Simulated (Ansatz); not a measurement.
**KI (Fm-3m): a volume series of phonon spectra**

Wanted: mode Grüneisen parameters of KI and a free-energy fit over volumes.

What experiment has found for this phase:
- volume expansion coefficient 113.7 1e-6/K near room temperature (given in “Descriptors for thermal expansion in solids”, 2017, arXiv:1701.03966)

Method: DFT LDA, scalar-relativistic, plane waves, PAW, in Ansatz 0.2.0.

**1. Set-up**

It takes space group Fm-3m (No. 225, cubic). The conventional cell has a = 7.066 Å, b = 7.066 Å, c = 7.066 Å, α = 90.00°, β = 90.00°, γ = 90.00°. Nearest to K lie 6 I at 3.53 Å. Nearest to I lie 6 K at 3.53 Å. Farther neighbours and most contacts between anions are not listed.

**2. Probe on a coarse mesh**

Before spending time, one coarse run tells the gap and the pressure of the starting cell.

Contents of input.yaml:

```yaml
crystal:
  lattice:
    - [0.0, 3.532775, 3.532775]
    - [3.532775, 0.0, 3.532775]
    - [3.532775, 3.532775, 0.0]
  atoms:
    - { symbol: K, position: [0.0, 0.0, 0.0] }
    - { symbol: I, position: [0.5, 0.5, 0.5] }
kpoints:
  mp_grid: { grid: [4, 4, 4] }
hamiltonian:
  xc: lda
scf:
  occupations: { method: gaussian, width: 0.1 }
  lower_state_search: "off"
output:
  forces: true
  stress: true
  eigenvalues: true
```

Launch:

```
> ansatz run input.yaml --threads 4 --pin off --max-ram 16384MiB --backend cpu --events-out ev --progress --plain --runs-dir out
```

Numbers of over 12 decimals in the logs are rounded to 6 here.

The log of the run:

```text
Engine: ansatz 0.2.0, aarch64-unknown-linux-gnu
Pseudopotentials: kind: paw
Pseudopotential: K, paw, valence charge 9, recommended cutoff 420 eV (normal), K.paw.azcp
Pseudopotential: I, paw, valence charge 17, recommended cutoff 420 eV (normal), I.paw.azcp
Functional definition: SPW92
  exchange = slater_x
  correlation = pw_c
Crystal: 2 atoms, lattice volume = 88.182 Å³
Basis set: ecut = 420 eV, 1759 PW (Γ)
Bands: 17, of which v1, the nominal top of the filled ones, is band 13 counted from 1 (12 counted from 0)
Symmetry: 48 space group operations
Space group: Fm-3m (ITA 225), of the structure as read, at distance tolerance 4.5e-5 Å
k-points: 8 of 64
Non-local potential: K, projectors of the file, l = 0: 3, l = 1: 2, l = 2: 2
Non-local potential: I, projectors of the file, l = 0: 2, l = 1: 2, l = 2: 2, l = 3: 2
PAW form: soft (Blöchl's): semilocal exchange-correlation on the pseudo side does not see the compensation charge
PAW frozen core: K, regenerated for the run's functional, and the local potential with it (the file was generated under x = pbe(κ = 0.804, μ = 0.219515), c = pbe(β = 0.066725))
PAW frozen core: I, regenerated for the run's functional, and the local potential with it (the file was generated under x = pbe(κ = 0.804, μ = 0.219515), c = pbe(β = 0.066725))
PAW one-centre angular grid: K, 110 points (default); XC on 64 Gauss nodes
PAW one-centre angular grid: I, 590 points (default); XC on 64 Gauss nodes
Initial density: superposition of atomic densities (neutral atoms: chi_scale 0, normalization atom), corrected by the library's trained network
Initial wavefunctions: pseudopotential atomic-orbital guess
Functional: x = slater, c = lda
SCF iter   1: F=—  HF=-8855.058116 eV  |F-HF|=—  |Δ(HF+E_count)|=         —  Δρ=4.31e-3  dr2=7.36e-3  ethr=1.77e-3  ⟨swp⟩=6.4  Hψ=763  notcnv=0
preconditioner: auto → none  [insulator: Δε(μ)=3.589 eV  Ē_g=13.460 eV  σ=0.100 eV  W_gap=1.00  n_scr=14 (ndim 8)  ℏωp=14.8 eV  f_vac=0.139  D(μ)=0.00/eV (n_scr^D=0)  ε∞_Penn≈2.2]
SCF iter   2: F=—  HF=-8855.055429 eV  |F-HF|=—  |Δ(HF+E_count)|=   2.69e-3  Δρ=2.15e-3  dr2=1.72e-3  ethr=2.83e-5  ⟨swp⟩=2.0  Hψ=243  notcnv=0
SCF iter   3: F=—  HF=-8855.055400 eV  |F-HF|=—  |Δ(HF+E_count)|=   2.95e-5  Δρ=6.36e-4  dr2=6.39e-4  ethr=6.60e-6  ⟨swp⟩=2.0  Hψ=240  notcnv=0
SCF iter   4: F=—  HF=-8855.055102 eV  |F-HF|=—  |Δ(HF+E_count)|=   2.97e-4  Δρ=1.40e-4  dr2=2.32e-5  ethr=2.46e-6  ⟨swp⟩=3.0  Hψ=240  notcnv=0
SCF iter   5: F=—  HF=-8855.055087 eV  |F-HF|=—  |Δ(HF+E_count)|=   1.49e-5  Δρ=2.57e-5  dr2=7.37e-7  ethr=8.94e-8  ⟨swp⟩=2.0  Hψ=240  notcnv=0
SCF iter   6: F=-8855.055087 eV  HF=-8855.055087 eV  |F-HF|=4.19e-9  |Δ(HF+E_count)|=   3.67e-7  Δρ=4.17e-6  dr2=8.36e-9  ethr=3.85e-10  ⟨swp⟩=7.2  Hψ=690  notcnv=0
SCF 1 converged in 6 iterations: F = -8855.055087 eV  dr2 = 8.36e-9
  greatest PAW one-centre occupation: 1.000 electrons in one spin orbital (limit 2), on the I atom at site 1 (counted from 0), in its partial waves of l = 2
SCF converged after 6 iterations
Free energy (F): -8855.055087 eV
Harris-Foulkes:  -8855.055087 eV  (|F-HF|=4.19e-9)
Internal energy: -8855.055087 eV  (E = F + TS)
E sigma→0 (E₀):  -8855.055087 eV
Fermi energy:    3.803860 eV
--- Per-component energies (eV) ---
  E_band       = -527.480400
  E_kinetic    = 443.126764
  E_local      = -2837.770020  (includes V_loc(G=0)·N_el)
  E_nonlocal   = -69.792785
  E_hartree    = 1340.208690
  E_xc         = -260.082891
  E_vxc        = -291.967389  (∫ρ·V_xc dr)
  E_paw        = -5403.351261  (= ΣΔE_a)
  E_vpaw       = -451.491451  (= ΣTr[D̂ρ^β])
  E_aug_tail   = 0.000059  (compensation charges beyond the density's cutoff)
  E_ewald      = -2068.432357
  E_core_change = 1.038715  (= ΣΔE_core)
  E_smearing   = -0.000000  (= −TS)
  E_closure    = 0.000000  (closes the sum)
  Σ components = -8855.055087   (vs F -8855.055087, Δ=0.00e0)
--- Forces (eV/Å), atoms counted from 1 ---
  atom   1  K     -0.00000000     0.00000000    -0.00000000
  atom   2  I      0.00000000    -0.00000000     0.00000000
  max |Σ_I F_I| component: 5.23e-29 eV/Å
--- Stress (GPa, compression-positive) ---
       -1.306057      -0.000000       0.000000
       -0.000000      -1.306057       0.000000
        0.000000       0.000000      -1.306057
  P = ⅓ Tr σ = -1.3061 GPa (-13.061 kbar)
--- Band table (eV; the first three rows and the last of 8) ---
  k-point 0: bands = [... 9 lower, -8.6159, 1.9998, 1.9998, 1.9998, 5.6049, 8.3004, 8.3004, 8.3004]
  k-point 1: bands = [... 9 lower, -8.4586, 1.1936, 1.8150, 1.8150, 6.7450, 8.3421, 8.9143, 8.9143]
  k-point 2: bands = [... 9 lower, -8.3140, 0.6162, 1.6482, 1.6482, 7.2494, 9.4415, 9.9806, 9.9806]
  k-point 7: bands = [... 9 lower, -8.4050, 1.2421, 1.2421, 1.3710, 8.2401, 8.2401, 8.3955, 9.9118]
```

The job ended after 1 s (4 threads of Arm Neoverse V1, shared host; peak memory 0.31 GiB).

The column dr2 measures how far the density is from self-consistency, as an energy; F and HF (Harris–Foulkes) agree once it is small.

A gap read on the k-mesh alone can miss the band edges.

This step gave:

| Item | Value |
| --- | --- |
| pressure | -1.306 GPa |
| gap on the k-mesh | 3.605 eV |
| volume per atom | 44.09 Å³/atom |

The start is under -1.3 GPa at this level and looks like an insulator or semiconductor on this mesh.

**3. Relaxation**

Phonons are second derivatives about a minimum, so cell and atoms are relaxed first, inside the symmetry of the start.

input.yaml, the sections that differ from step 2:

```yaml
kpoints:
  mp_grid: { grid: [6, 6, 6] }
scf:
  occupations: { method: gaussian, width: 0.02 }
  lower_state_search: "off"
relax:
  adjacent_minimum: "off"
  f_tol: 0.005
  max_steps: 80
  cell: { stress_tol: 0.05 }
# crystal, hamiltonian, output: as in step 2
```

The log of the run:

```text
[...]
Crystal: 2 atoms, lattice volume = 88.182 Å³
Basis set: ecut = 420 eV, 1759 PW (Γ)
Bands: 17, of which v1, the nominal top of the filled ones, is band 13 counted from 1 (12 counted from 0)
Symmetry: 48 space group operations
[...]
k-points: 16 of 216
[...]
SCF iter   1: F=—  HF=-8855.059262 eV  |F-HF|=—  |Δ(HF+E_count)|=         —  Δρ=4.31e-3  dr2=7.75e-3  ethr=1.77e-3  ⟨swp⟩=6.9  Hψ=1633  notcnv=0
[...]
SCF iter   6: F=-8855.056220 eV  HF=-8855.056220 eV  |F-HF|=1.47e-10  |Δ(HF+E_count)|=   1.33e-7  Δρ=2.18e-6  dr2=1.11e-9  ethr=3.85e-10  ⟨swp⟩=6.9  Hψ=1272  notcnv=0
SCF 1 converged in 6 iterations: F = -8855.056220 eV  dr2 = 1.11e-9
[...]
relax step   1: F+E_penalty+E_count = -8855.05622008 eV  Δ(F+E_penalty+E_count) = +0.000e0 eV  max|allowed force component| = 4.207e-29 eV/Å  Δτ_max = 0.0000 Å  P = -1.314 GPa  Ω = 88.182 Å³  (6 SCF iters, dr2 threshold 1.00e-7 eV, accepted)
Crystal: 2 atoms, lattice volume = 84.449 Å³
Basis set: ecut = 420 eV, 1639 PW (Γ)
[...]
iter 1 solved again at ethr=1.13e-5 eV; its pass at ethr=3.10e-3 eV (dr2=2.94e-3 eV) is discarded
[...]
SCF iter   5: F=-8855.082313 eV  HF=-8855.082313 eV  |F-HF|=2.07e-8  |Δ(HF+E_count)|=   5.87e-7  Δρ=8.23e-6  dr2=5.24e-8  ethr=7.69e-10  ⟨swp⟩=4.9  Hψ=1466  notcnv=0
SCF 2 converged in 5 iterations: F = -8855.082313 eV  dr2 = 5.24e-8
relax step   2: F+E_penalty+E_count = -8855.08231257 eV  Δ(F+E_penalty+E_count) = -2.609e-2 eV  max|allowed force component| = 2.076e-29 eV/Å  Δτ_max = 0.0000 Å  P = -0.873 GPa  Ω = 84.449 Å³  energy of the carried Pulay correction = +3.668e-4 eV  (5 SCF iters, dr2 threshold 2.00e-7 eV, accepted)
Crystal: 2 atoms, lattice volume = 77.922 Å³
Basis set: ecut = 420 eV, 1471 PW (Γ)
[...]
SCF iter   5: F=-8855.097018 eV  HF=-8855.097018 eV  |F-HF|=4.23e-8  |Δ(HF+E_count)|=   1.60e-6  Δρ=1.40e-5  dr2=1.40e-7  ethr=7.69e-10  ⟨swp⟩=5.5  Hψ=1506  notcnv=0
SCF 3 converged in 5 iterations: F = -8855.097018 eV  dr2 = 1.40e-7
relax step   3: F+E_penalty+E_count = -8855.09701804 eV  Δ(F+E_penalty+E_count) = -1.471e-2 eV  max|allowed force component| = 2.265e-29 eV/Å  Δτ_max = 0.0000 Å  P = +0.279 GPa  Ω = 77.922 Å³  energy of the carried Pulay correction = +1.048e-3 eV  (5 SCF iters, dr2 threshold 2.00e-7 eV, accepted)
[...]
relax step   4: F+E_penalty+E_count = -8855.09796327 eV  Δ(F+E_penalty+E_count) = -9.452e-4 eV  max|allowed force component| = 9.729e-29 eV/Å  Δτ_max = 0.0000 Å  P = -0.035 GPa  Ω = 79.408 Å³  energy of the carried Pulay correction = +8.882e-4 eV  (5 SCF iters, dr2 threshold 1.95e-7 eV, accepted)
[...]
SCF iter   5: F=-8855.097118 eV  HF=-8855.097118 eV  |F-HF|=1.82e-12  |Δ(HF+E_count)|=  1.20e-10  Δρ=1.20e-7  dr2=5.11e-12  ethr=1.00e-12  ⟨swp⟩=5.2  Hψ=1516  notcnv=0
SCF 5 converged in 5 iterations: F = -8855.097118 eV  dr2 = 5.11e-12
relax step   5: F+E_penalty+E_count = -8855.09711844 eV  Δ(F+E_penalty+E_count) = +8.448e-4 eV  max|allowed force component| = 1.141e-28 eV/Å  Δτ_max = 0.0000 Å  P = -0.038 GPa  Ω = 79.408 Å³  stress off target by 3.84e-2 GPa  SCF on the basis re-selected at this cell (its energy is not comparable with the rows above)  (5 SCF iters)
basis re-selected at this cell: Δ(F+E_penalty+E_count) = +8.448e-4 eV, ΔP = -0.003 GPa vs the last step (what re-selecting the basis moved, of the pressure what is left beyond the Pulay correction that the steps carried, after the strain that the cell walked since its last selection, with what the two solves' SCF thresholds leave and, on support functions, any second-order correction that the steps lacked; it is no m [...]
SCF converged after 5 iterations
Free energy (F): -8855.097118 eV
[...]
Internal energy: -8855.097118 eV  (E = F + TS)
E sigma→0 (E₀):  -8855.097118 eV
Fermi energy:    4.810173 eV
[...]
--- Stress (GPa, compression-positive) ---
       -0.038392      -0.000000      -0.000000
       -0.000000      -0.038392      -0.000000
       -0.000000      -0.000000      -0.038392
  P = ⅓ Tr σ = -0.0384 GPa (-0.384 kbar)
--- Band table (eV; the first three rows and the last of 16) ---
  k-point 0: bands = [... 9 lower, -7.9116, 2.8787, 2.8787, 2.8787, 6.7415, 9.1180, 9.1180, 9.1180]
  k-point 1: bands = [... 9 lower, -7.7683, 2.3414, 2.7541, 2.7541, 7.4447, 9.0654, 9.4424, 9.4424]
  k-point 2: bands = [... 9 lower, -7.5280, 1.5541, 2.5282, 2.5282, 8.1001, 9.9320, 10.2473, 10.2473]
  k-point 15: bands = [... 9 lower, -7.6210, 1.8190, 2.1883, 2.1888, 8.2396, 9.3052, 10.2348, 11.3240]
--- Relaxed structure (4 steps of the walk, 4 accepted, 1 SCFs on fresh bases) ---
  F+E_penalty+E_count = -8855.09711844 eV   max|allowed force component| = 1.141e-28 eV/Å   (the final SCF, on the basis selected at the relaxed cell)
  cell:  # Å, volume = 79.4081 Å³
    - [0, 3.411496, 3.411496]
    - [3.411496, 0, 3.411496]
    - [3.411496, 3.411496, 0]
  atoms:
    - { symbol: K, position: [0, 0, 0] }
    - { symbol: I, position: [0.500000, 0.500000, 0.500000] }
```

Run time: 2.9 s. Hardware: 4 threads; peak memory 0.35 GiB; 9.6 s of CPU time.

Step by step:

```
step  energy less that of the first step (eV)  largest force component (eV/Å)  pressure (GPa)  volume (Å³)
   1                                   0.0000                          0.0000           -1.31        88.18
   2                                  -0.0261                          0.0000           -0.87        84.45
   3                                  -0.0408                          0.0000            0.28        77.92
   4                                  -0.0417                          0.0000           -0.04        79.41
  5*                                  -0.0409                          0.0000           -0.04        79.41
```

Relaxation steps marked * repeat the geometry before them on a plane-wave basis chosen anew for their cell, so energy and pressure can jump there.

The run keeps the 48 symmetry operations that it works with, so distortions that break them were not tested.

```
conventional cell, symmetrised  before  after  change
                         a (Å)   7.066  6.823  -3.4 %
                         b (Å)   7.066  6.823  -3.4 %
                         c (Å)   7.066  6.823  -3.4 %
              volume (Å³/atom)   44.09  39.70  -9.9 %
```

Final coordinates:

```cif
data_structure
_symmetry_space_group_name_H-M 'P 1'
_symmetry_Int_Tables_number 1
_cell_length_a 4.8246
_cell_length_b 4.8246
_cell_length_c 4.8246
_cell_angle_alpha 60.000
_cell_angle_beta 60.000
_cell_angle_gamma 60.000
_cell_volume 79.41
loop_
_atom_site_label
_atom_site_type_symbol
_atom_site_fract_x
_atom_site_fract_y
_atom_site_fract_z
_atom_site_occupancy
K1 K 0.00000 0.00000 0.00000 1
I2 I 0.50000 0.50000 0.50000 1
```

This step gave:

```
pressure          : -0.03839 GPa
gap on the k-mesh : 3.863 eV
volume per atom   : 39.70 Å³/atom
```

The relaxation ends with a pressure of -0.04 GPa.

(Part 1 of 6 ends here.)

[Logs are printed without paths, hosts, clocks, repeated set-up lines and the standing remarks that a program may print on its own settings, such as how far it seeks lower states.]

[Hosts, paths, dates, database ids (printed as entryN), source tags and the programs' standing remarks are cut or masked in the printed files.]

[A step with changed settings may run another functional than the one named; its input shows which.]

[Of the runs on displaced cells, only some may be shown.]
